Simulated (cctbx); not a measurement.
**CeAgSe4: solution and refinement**

Cell a = 6.2110 Å, b = 6.2110 Å, c = 7.9240 Å, α = 90.00°, β = 90.00°, γ = 90.00°; space group P4/nbm (no. 125, origin choice 1); content Ce2 Ag2 Se8.

The data are simulated with cctbx, not measured: Cu Kα, λ = 1.54184 Å, to d = 0.83 Å, 95 % of the full sphere, strongest reflection 70000 counts, noise from counting, a 6 % proportional error and a noise floor of 15 counts (s.d.); no absorption.

Charge flipping in P1 on normalised amplitudes to 0.9 Å, δ = 1.1 σ, 30 % of the reflections treated as weak, 300 cycles:

```text
cycle      R  skewness
    0  0.623     0.36
   25  0.472     2.89
   50  0.458     2.85
   75  0.471     2.96
  100  0.470     2.85
  125  0.470     2.95
  150  0.454     2.89
  175  0.473     3.11
  200  0.466     3.03
  225  0.456     2.98
  250  0.461     3.03
  275  0.461     3.00
origin shift          correlation  skewness
 0.312  0.153  0.157      0.912      5.46
 0.312  0.155  0.408      0.900      4.48
 0.312  0.654  0.408      0.900      4.41
 0.312  0.653  0.157      0.902      4.69
taken: symmetry correlation 0.912, skewness 5.46
peak      x       y       z  mult  height/sigma
Q1    0.0000  0.0000  0.0000    2     17.3
Q2    0.0000  0.0000  0.5000    2     11.1
Q3    0.1285  0.3715  0.2287    8      7.2
Q4    0.0000  0.0000  0.1861    4      1.6
Q5    0.1030  0.1897  0.9414   16      1.5
Q6    0.2473  0.2527  0.5775    8      1.1
Q7    0.2500  0.2500  0.0000    4      1.0
Q8    0.0000  0.5000  0.5000    2      1.0
```

The origin is taken among those within 0.04 of the best correlation, by the skewness of the map.

Run time: 0.52 s on 1 thread of Intel(R) Xeon(R) Platinum 8259CL CPU @ 2.50GHz (Skylake/Cascade Lake), with other jobs on the host, peak memory 0.07 GiB.

**Question.** Which peaks are atoms, and which elements?

Heights go roughly as Z and multiplicities must add up to the content. First model: Q1 = Ce1 (2 in the cell, height 17.3), Q2 = Ag1 (2 in the cell, height 11.1) and Q3 = Se1 (8 in the cell, height 7.2). Against the true structure, Q1 is Ce, Q2 is Ag and Q3 is Se; the other peaks are not atoms.

Least squares on F², isotropic:

```text
Rint 0.045, 167 unique reflections to 0.83 A
cycle     R1     wR2    GooF  max shift (A)
   1  0.4345  0.8198  35.910   0.11291
   3  0.0318  0.1066   4.667   0.00000
final R1 0.0318 wR2 0.1066 GooF 4.667  parameters 5  data/parameter 33.4
atom        x        y        z      Ueq    occ   su(xyz)  su(Uiso or U11)
Ce1    0.00000  0.00000  0.00000   0.0065  1.000  0.00000  0.0006
Ag1    0.00000  0.00000  0.50000   0.0144  1.000  0.00000  0.0007
Se1    0.13093  0.36907  0.21449   0.0120  1.000  0.00018  0.0006
difference map: max 5.57 min -2.87 rms 0.35
Q1    0.0000  0.0000  0.4322    4    5.70  0.54 A from Ag1
Q2    0.0000  0.0000  0.0000    2    2.08  0.00 A from Ce1
Q3    0.1344  0.3656  0.2307    8    1.66  0.13 A from Se1
Q4    0.2390  0.2610  0.8096    8    0.95  1.16 A from Se1
Q5    0.0392  0.4608  0.7912    8    0.76  1.20 A from Se1
```

Anisotropic refinement:

```text
Rint 0.045, 167 unique reflections to 0.83 A
cycle     R1     wR2    GooF  max shift (A)
   1  0.0318  0.1066   4.741   0.00116
   2  0.0102  0.0224   0.999   0.00000
final R1 0.0102 wR2 0.0224 GooF 0.999  parameters 10  data/parameter 16.7
atom        x        y        z      Ueq    occ   su(xyz)  su(Uiso or U11)
Ce1    0.00000  0.00000  0.00000   0.0060  1.000  0.00000  0.0001
Ag1    0.00000  0.00000  0.50000   0.0145  1.000  0.00000  0.0002
Se1    0.13100  0.36900  0.21461   0.0111  1.000  0.00004  0.0001
difference map: max 0.42 min -0.38 rms 0.12
Q1    0.1999  0.3001  0.2519    8    0.42  0.67 A from Se1
Q2    0.2171  0.2829  0.8110    8    0.42  1.35 A from Se1
Q3    0.1390  0.3610  0.4181    8    0.41  1.61 A from Se1
Q4    0.1061  0.3939  0.0228    8    0.41  1.54 A from Se1
Q5    0.0000  0.0000  0.1406    4    0.39  1.11 A from Ce1
Q6    0.0181  0.2926  0.5787   16    0.36  1.92 A from Ag1
```

**Reading.** The refinement ends at R1 = 0.0102, wR2 = 0.0224, GooF = 1.00, with difference density between -0.38 and 0.42 e/Å³. Every site matches the true model in element, within 0.001 Å r.m.s., up to an allowed shift of origin.

True model:

| atom | mult. | x | y | z | Ueq (Å²) |
| --- | --- | --- | --- | --- | --- |
| Ce1 | 2 | 0 | 0 | 0 | 0.0059 |
| Ag1 | 2 | 0 | 0 | 1/2 | 0.0144 |
| Se1 | 8 | 0.1310 | 0.3690 | 0.7854 | 0.0111 |

The model is made up (kin elements in a known structure type, no relaxation), so it says nothing on whether the phase exists.

[Middle refinement cycles are left out of these outputs.]

[Logs are printed without paths, hosts, clocks, repeated set-up lines and the standing remarks that a program may print on its own settings, such as how far it seeks lower states.]
